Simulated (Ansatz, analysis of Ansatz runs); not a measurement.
# A hop of Br in LiGaBr3 (P2_1/m), charge +1, part 4 of 4

Wanted: path and barrier of a jump of Br in LiGaBr3 (P2_1/m) at charge +1. The case: V_Br hop (3.6 Å), in a cell of 40 host atoms with 1 Br taken out.

Ansatz 0.2.0; plane-wave PAW DFT, PBEsol; nudged elastic band between two relaxed defect structures at fixed charge in a uniform background.

So far: Set-up; Relaxation of the start point, charge +1; Relaxation of the end point, charge +1; Nudged elastic band, charge +1.

**4. Nudged elastic band, charge +1 (continued)**

Images along the path:

```csv
image,path (Å),energy (eV),"Br22: x, y, z (Å)"
0,0.000,0.0000,"7.980, 10.954, 13.375"
1,0.880,0.1559,"8.116, 10.985, 13.456"
2,1.759,0.6067,"8.332, 10.959, 13.482"
3,2.638,1.0097,"8.802, 10.637, 13.468"
4,3.518,1.1447,"9.363, 10.426, 13.644"
5,4.366,1.0558,"9.991, 10.167, 13.944"
6,5.214,0.8374,"10.568, 9.810, 14.308"
7,6.063,0.3261,"10.886, 9.462, 14.441"
8,6.911,0.1518,"11.016, 9.512, 14.287"
```

Read from the output:

| Item | Value |
| --- | --- |
| free energy | -94552.6793 eV |
| barrier forward | 1.145 eV |
| barrier backward | 0.9929 eV |
| end less start | 0.1518 eV |
| hop length | 3.482 Å |

Track of the atom that was set to move:

```csv
image,x (Å),y (Å),z (Å),nearest neighbour,distance (Å)
0,7.98,10.95,13.38,Ga,2.394
1,8.116,10.98,13.46,Ga,2.431
2,8.332,10.96,13.48,Li,2.547
3,8.802,10.64,13.47,Li,2.445
4,9.363,10.43,13.64,Li,2.372
5,9.991,10.17,13.94,Li,2.358
6,10.57,9.81,14.31,Li,2.413
7,10.89,9.462,14.44,Li,2.557
8,11.02,9.512,14.29,Ga,2.414
```

The band met its tolerance of 0.05 eV/Å after 20 iterations, with image 4 on top (the start counts as 0). Br22, which moves farthest between the ends, has 1 Ga at 2.39 Å and 2 Li at 2.66 to 2.71 Å nearest at the start and 2 Li at 2.37 to 2.43 Å at the top.

**5. Single point at the start point, PBEsol, denser k-mesh**

Three single points on a mesh of more k-points (start, top, end) test the sampling. The start is shown; top and end are run alike.

This step: plane-wave PAW DFT, PBEsol; single point of a defect supercell on a structure of the PBEsol path.

Input file qp1.start.mesh/input.yaml:

```yaml
crystal:
  lattice:
    - [-0.47907076, 10.28633376, 7.91295972]
    - [6.04077238, 0.0, 7.9142655]
    - [6.51984314, 10.28633376, 0.00130578]
  atoms:
    - { symbol: Li, position: [-0.0077362, 0.50010156, 0.50988991] }
    - { symbol: Li, position: [0.51717906, 0.00031951, -0.00971192] }
[... 2 atom lines left out ...]
    - { symbol: Li, position: [0.24157902, 0.22817497, 0.77505591] }
    - { symbol: Li, position: [0.74579912, 0.74911302, 0.25684769] }
[... 1 atom line left out ...]
    - { symbol: Li, position: [0.77918581, 0.22924759, 0.2204019] }
[... 2 atom lines left out ...]
    - { symbol: Ga, position: [0.43901257, 0.31734716, 0.81428905] }
    - { symbol: Ga, position: [0.92740355, 0.81738898, 0.32293519] }
[... 9 atom lines left out ...]
    - { symbol: Br, position: [0.70340849, 0.98667883, 0.36152691] }
[... 1 atom line left out ...]
    - { symbol: Br, position: [0.8307761, 0.23978477, 0.42023939] }
[... 7 atom lines left out ...]
    - { symbol: Br, position: [0.29845206, 0.02168075, 0.63750261] }
    - { symbol: Br, position: [0.78233848, 0.51238127, 0.15140793] }
    - { symbol: Br, position: [0.46510983, 0.07136729, 0.79103484] }
[... 2 atom lines left out ...]
    - { symbol: Br, position: [0.55191227, 0.92475495, 0.20259918] }
[... 1 atom line left out ...]
    - { symbol: Br, position: [0.67396973, 0.25713996, 0.08004754] }
total_charge: 1
basis:
  ecutwfc: 420
  xc_grid: 2
hamiltonian:
  xc: pbesol
kpoints:
  mp_grid: { grid: [2, 2, 2], shift: [0.5, 0.5, 0.5] }
scf:
  occupations: { method: fixed }
  max_iter: 60
output:
  forces: true
  eigenvalues: true
checkpoint:
  write: "../qp1.start.mesh.run"
  compress: false
  write_wavefunctions: false
  write_every: 100000
```

Started as:

```bash
$ ansatz run input.yaml --threads 4 --pin off --max-ram 7536MiB --backend cpu --events-out ev --progress --plain --runs-dir out
```

Numbers of over 12 decimals in the logs are rounded to 6 here.

What it wrote:

```text
[...]
Crystal: 39 atoms, lattice volume = 1061.383 Å³
Basis set: ecut = 420 eV, 20769 PW (Γ), exchange–correlation on 180×144×180 points (8 copies of the dense FFT grid, shifted against one another)
Bands: 183, of which v1, the nominal top of the filled ones, is band 144 counted from 1 (143 counted from 0)
Symmetry: 1 space group operations
[...]
k-points: 4 of 8 (time reversal used)
[...]
SCF iter   1: F=—  HF=-94554.007894 eV  |F-HF|=—  |Δ(HF+E_count)|=         —  Δρ=7.00e-3  dr2=8.26e-1  ethr=1.77e-3  ⟨swp⟩=5.0  Hψ=2654  notcnv=0  defer=146
[...]
SCF iter   3: F=—  HF=-94553.747139 eV  |F-HF|=—  |Δ(HF+E_count)|=   2.64e-2  Δρ=1.08e-3  dr2=1.16e-2  ethr=1.57e-5  ⟨swp⟩=2.0  Hψ=1144  notcnv=0  defer=80
[...]
Fermi energy:    2.185692 eV
[...]
--- Forces (eV/Å), atoms counted from 1 ---
  atom   1  Li     0.00160334     0.00029784     0.00182144
  atom   2  Li    -0.00398859    -0.00188429    -0.00447541
  [... 2 atoms left out ...]
  atom   5  Li     0.00135766    -0.00094158    -0.00177054
  atom   6  Li    -0.00099409    -0.00249201    -0.00723254
  [... 1 atom left out ...]
  atom   8  Li    -0.00778903     0.00080161     0.00312351
  [... 3 atoms left out ...]
  atom  12  Ga    -0.02616980    -0.00542483    -0.00389464
  [... 9 atoms left out ...]
  atom  22  Br     0.01834906     0.02506730     0.01428605
  [... 1 atom left out ...]
  atom  24  Br     0.03023822     0.00331029    -0.01817484
  [... 7 atoms left out ...]
  atom  32  Br    -0.02955020    -0.00990702    -0.02115302
  [... 1 atom left out ...]
  atom  34  Br    -0.01473109    -0.01129401     0.00514383
  [... 2 atoms left out ...]
  atom  37  Br     0.00716683     0.01734857    -0.00312972
  [... 1 atom left out ...]
  atom  39  Br    -0.01631560     0.00427064     0.01375903
  max |Σ_I F_I| component: 1.92e-5 eV/Å
--- Band table (eV) ---
[...]
[... further k-points left out ...]
[key lines of the parts left out:]
SCF converged after 9 iterations
Free energy (F): -94553.747196 eV
```

The job ended after 38 s (4 threads of Arm Neoverse V1, shared host; peak memory 3.5 GiB).

Numbers from this step:

| Property | Result |
| --- | --- |
| free energy | -94553.7472 eV |

**6. Barrier from single points, PBEsol, denser k-mesh**

Analysis of the runs above: barrier from PBEsol single points on the PBEsol path.

It gives:

```
barrier forward  : 1.155 eV
barrier backward : 0.9862 eV
end less start   : 0.1688 eV
```

This gives 1.155 eV against the band's 1.145 eV (backward 0.986 against 0.993 eV), so the sampling was enough for this path.

**7. What came out**

```yaml
barrier_forward: 1.14 eV
barrier_backward: 0.99 eV
end_less_start: 0.15 eV
hop_length: 3.48 Å
band_iterations_as_the_log_counts_them: 20
barrier_from_single_points_pbesol_denser_k_mesh: 1.15 eV
```

What this shows: The top of the band lies 1.14 eV above the start and 0.99 eV above the end. With an assumed prefactor of 1e13 per second it gives one hop a second along this one path at about 440 K; whether such hops link up through the crystal wasn't checked. The order of the top as a saddle was not checked for all atoms, so a bent path could be lower. No image-charge correction is applied; it largely cancels along a path if the charge stays localised alike.

[Logs are printed without paths, hosts, clocks, repeated set-up lines and the standing remarks that a program may print on its own settings, such as how far it seeks lower states.]

[Hosts, paths, dates, database ids (printed as entryN), source tags and the programs' standing remarks are cut or masked in the printed files.]
